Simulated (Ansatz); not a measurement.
# Ir-Ag-Ir stack of (100) layers: lattice stability ahead of a resistivity run, part 3 of 3

Question: is the lattice of Ir-Ag-Ir stack of (100) layers stable, and if so, what are its coupling constant and resistivity?

Ansatz 0.2.0; DFT PBE, scalar-relativistic, plane waves, PAW; PAW set soft_1.

So far, lowest on path (cm⁻¹): step 4 (phonons by linear response: q 2×2×1, k 6×6×1) -207.

## Step 5: Lattice stability: q 3×3×1, k 9×9×1

An imaginary mode on so few k-points may come from the sampling, so the phonons are repeated with another q and k mesh.

The input, input.yaml:

```yaml
crystal:
  lattice:
    - [2.571670887, 0.0, 0.0]
    - [0.0, 2.571670887, 0.0]
    - [0.0, 0.0, 33.1313893308]
  atoms:
    - { symbol: Ir, position: [0.0, 0.0, 0.1567467503] }
    - { symbol: Ag, position: [0.5, 0.5, 0.2277296592] }
    - { symbol: Ir, position: [0.0, 0.0, 0.2987125681] }
  periodic: [true, true, false]
kpoints:
  mp_grid: { grid: [9, 9, 1] }
hamiltonian:
  xc: pbe
  pseudopotentials: { kind: paw, azcp: { folder: soft_1 } }
scf:
  occupations: { method: methfessel_paxton, width: 0.2 }
output:
  eigenvalues: true
phonons:
  method: dfpt
  qmesh: [3, 3, 1]
  temperatures: { t_max: 1000, t_step: 50 }
  qpath:
    path: [[0.0, 0.0, 0.0], [0.0, 0.5, 0.0], [0.5, 0.5, 0.0], [0.0, 0.0, 0.0]]
    npoints: 10
```

Run with:

```console
$ ansatz run input.yaml --threads 8 --pin off --max-ram 20480MiB --backend cpu --events-out ev --progress --plain --runs-dir out
```

Numbers of over 12 decimals in the logs are rounded to 6 here.

What it wrote:

```text
[...]
Crystal: 3 atoms, lattice volume = 219.114 Å³
Basis set: ecut = 420 eV, 4331 PW (Γ), exchange–correlation on 36×36×450 points (8 copies of the dense FFT grid, shifted against one another)
Bands: 32, of which v1, the nominal top of the filled ones, is band 27 counted from 1 (26 counted from 0)
Symmetry: 16 space group operations
k-points: 15 of 81 (irreducible under 8 space group operations)
[...]
SCF iter   1: F=—  HF=-31461.848439 eV  |F-HF|=—  |Δ(HF+E_count)|=         —  Δρ=4.91e-2  dr2=1.19e1  ethr=3.10e-3  ⟨swp⟩=14.1  Hψ=3646  notcnv=0
[...]
SCF iter  13: F=-31460.645470 eV  HF=-31460.645470 eV  |F-HF|=3.02e-10  |Δ(HF+E_count)|=   3.22e-9  S|Δr|=    0.00e0  Δρ=8.12e-8  dr2=9.98e-12  ethr=1.00e-12  ⟨swp⟩=18.6  Hψ=4949  notcnv=0
SCF 1 converged in 13 iterations: F = -31460.645470 eV  dr2 = 9.98e-12
[...]
SCF converged after 13 iterations
[...]
Free energy (F): -31460.645470 eV
[...]
Internal energy: -31460.625263 eV  (E = F + TS)
E sigma→0 (E₀):  -31460.640418 eV
Entropy (-TS):   -0.020207 eV (-6.736 meV/atom)
Fermi energy:    -5.820994 eV
[...]
--- Band table (eV; the first three rows and the last of 15) ---
  k-point 0: bands = [... 23 lower, -6.5993, -5.6128, -5.6128, -5.4012, -5.4012, -5.2470, -4.2609, -4.2552, ... 1 higher]
  k-point 1: bands = [... 23 lower, -7.0768, -6.7312, -5.5495, -5.3747, -5.2638, -4.6367, -4.6285, -3.8263, ... 1 higher]
  k-point 2: bands = [... 23 lower, -7.7342, -7.3195, -5.5139, -5.4682, -5.3780, -5.2945, -4.6488, -2.2146, ... 1 higher]
  k-point 14: bands = [... 23 lower, -6.1605, -5.8506, -3.1636, -3.0266, -1.6780, 0.0741, 0.3506, 2.5205, ... 1 higher]
[...]
ASR residual: 1.047e-4 → 0.000e0 eV/Å²; symmetrization residual: 1.849e-5 eV/Å²
[...]
ASR residual per site (eV/Å²): 8.53e-5 7.82e-5 1.05e-4
  Γ frequencies (cm⁻¹): 0.00 0.00 0.00 28.20 28.20 66.80 66.80 71.08 148.90
--- Phonons (arbitrary-q DFPT): 3 irreducible q on the 3×3×1 mesh ---
[...]
interpolated dispersion: 31 rows × 9 modes
[...]
```

Run time: 2 min. Hardware: 8 threads of Arm Neoverse V1, shared host; peak memory 1.8 GiB.

This step gave:

```
share of imaginary modes in the plain interpolation between solved wavevectors : 0.2056
highest frequency, solved or plainly interpolated                              : 269.6 cm⁻¹
```

Solved on the 3×3×1 mesh alone; all other wavevectors are interpolated. Phonon branches along the path, in cm⁻¹:

```tsv
point	branch 1	branch 2	branch 3	branch 4	branch 5	branch 6	branch 7	branch 8	branch 9
Γ	0	0	0	28	28	67	67	71	149
halfway	-40	-19	-11	45	59	69	72	136	196
X	-50	-39	-32	30	57	66	91	134	270
halfway	14	27	50	61	68	80	112	180	263
M	50	57	57	68	68	68	89	256	256
halfway	-95	-87	40	56	92	121	137	185	191
Γ	0	0	0	28	28	67	67	71	149
```

The phonon branches as a text plot (rows in cm⁻¹):

```
    262 |            **********************
    247 |           *                 ***  *****
    232 |                           **          **
    216 |         **                              **
    201 |       **                **
    186 |                        *                  ***
    171 |      *                                       **
    156 |*                     **                      **       *
    141 | **********   ***                          ************
    125 |           ***   *******               *******  **
    110 |  **                 *  ***            **     **  ***
     95 |              *******      ** *********    **********
     80 | *       *****       ***********  *********       *****
     65 |*****************************************     **********
     50 |    *****            *************************       **
     34 |****     **   *******    ****              ***       ***
     19 | *****     ***   **     *           ***       ****
      4 |*     *  **                                            *
    -11 | ********   **        **            ***           *****
    -26 |    ********  ***  *****                             **
    -41 |       ***************                            ***
    -57 |            *******                    **         ***
    -72 |                                                **
    -87 |                                         *******
         Γ               X               M                      Γ
```

Lowest modes at the softest wavevector of the mesh. The modes at q = (0.333, 0.333, 0.000) (shares of kinetic energy by element, %) (negative means imaginary):

```tsv
mode	frequency (cm⁻¹)	Ir %	Ag %
1	-71.1	100	0
2	-67.8	100	0
3	51.7	100	0
4	60.6	57	43
5	77.1	71	29
6	113.0	99	1
```

Displacements in mode 1 (-71.1 cm⁻¹), the largest set to 1, in the home cell (x, y, z of the real part, then of the imaginary part):
```
Ir1 -1.00  1.00  0.00  0.00  0.00  0.00
Ag2  0.05 -0.05  0.00 -0.09  0.09  0.00
Ir3 -1.00  1.00  0.00  0.00  0.00  0.00
```

Displacements in mode 6 (113.0 cm⁻¹), the largest set to 1, in the home cell (x, y, z of the real part, then of the imaginary part):
```
Ir1  1.00  1.00  0.00  0.01  0.01 -0.23
Ag2  0.08  0.08  0.00 -0.14 -0.14  0.00
Ir3  1.00  1.00  0.00  0.01  0.01  0.23
```

The modes has structure finer than the step of the table below, so its rows give means over 20 cm⁻¹, whole bins alone (the curve runs from -105 to 287 cm⁻¹). Peaks (cm⁻¹: height): Ag 67.5: 0.0191, 134.1: 0.0286, 176.0: 0.0108, 185.9: 0.0106, 210.5: 0.0110, 252.4: 0.0225; Ir -41.0: 0.0356, 57.7: 0.110, 134.1: 0.0263.

Phonopy on the run's constants, 21x21x1 mesh, Gaussian sigma 2.8 cm⁻¹. The modes by wavenumber; means over each step; values in 1/cm⁻¹/cell:

```tsv
wavenumber (cm⁻¹)	Ag	Ir
-80	1.0e-4	0.0205
-60	5.4e-4	0.0258
-40	0.00119	0.0270
-20	0.00135	0.00874
0	0.00191	0.00782
20	0.00389	0.0157
40	0.00542	0.0241
60	0.0158	0.0676
80	0.0143	0.0428
100	0.00875	0.0269
120	0.0127	0.0168
140	0.0217	0.0126
160	0.00583	1.9e-4
180	0.00835	8.9e-5
200	0.00689	5.3e-5
220	0.00876	5.5e-5
240	0.0127	6.3e-5
260	0.0190	7.8e-5
```

No LO-TO term; unit eigenvectors of the mass-weighted matrix. Modes at Γ, with each element's share of the kinetic energy:

```tsv
mode	frequency (cm⁻¹)	symmetry	Ir %	Ag %
1	0.0	unnamed	78	22
2	0.0	unnamed	78	22
3	0.0	unnamed	78	22
4	28.2	Eg	100	0
5	28.2	Eg	100	0
6	66.8	Eu	22	78
7	66.8	Eu	22	78
8	71.1	A1g	100	0
9	148.9	A2u	22	78
```

Displacements in mode 5 (28.2 cm⁻¹), the largest set to 1:
```
Ir1 -1.00 -0.36  0.00
Ag2  0.00  0.00  0.00
Ir3  1.00  0.36  0.00
```

Displacements in mode 9 (148.9 cm⁻¹), the largest set to 1:
```
Ir1  0.00  0.00 -0.28
Ag2  0.00  0.00  1.00
Ir3  0.00  0.00 -0.28
```

Among the solved wavevectors the lowest mode, translations apart, is -71.1 cm⁻¹, imaginary.

## Step 6: What came out

| Item | Value |
| --- | --- |
| phonon run of the rows without a label of their own | PBE, q 3×3×1, k 9×9×1 |
| softest mode on the q mesh | -71.1 cm⁻¹ at q = (0.333, 0.333, 0) |
| highest frequency, solved or plainly interpolated | 270 cm⁻¹ |

What this shows: The lattice is dynamically unstable at this level: a mode at q = (0.333, 0.333, 0) is imaginary, 71.1i cm⁻¹, so no harmonic coupling constant or resistivity is defined for this structure. These meshes are coarse, and single modes of a metal can move by tens of cm⁻¹ with the k mesh. The coarser mesh found an imaginary mode at another wavevector, which this mesh lacks. Spin–orbit coupling, left out here, matters for Ir. The structure was built by hand as an ordered model, and its stability against other phases was not tested.

[Logs are printed without paths, hosts, clocks, repeated set-up lines and the standing remarks that a program may print on its own settings, such as how far it seeks lower states.]

[Hosts, paths, dates, database ids (printed as entryN), source tags and the programs' standing remarks are cut or masked in the printed files.]
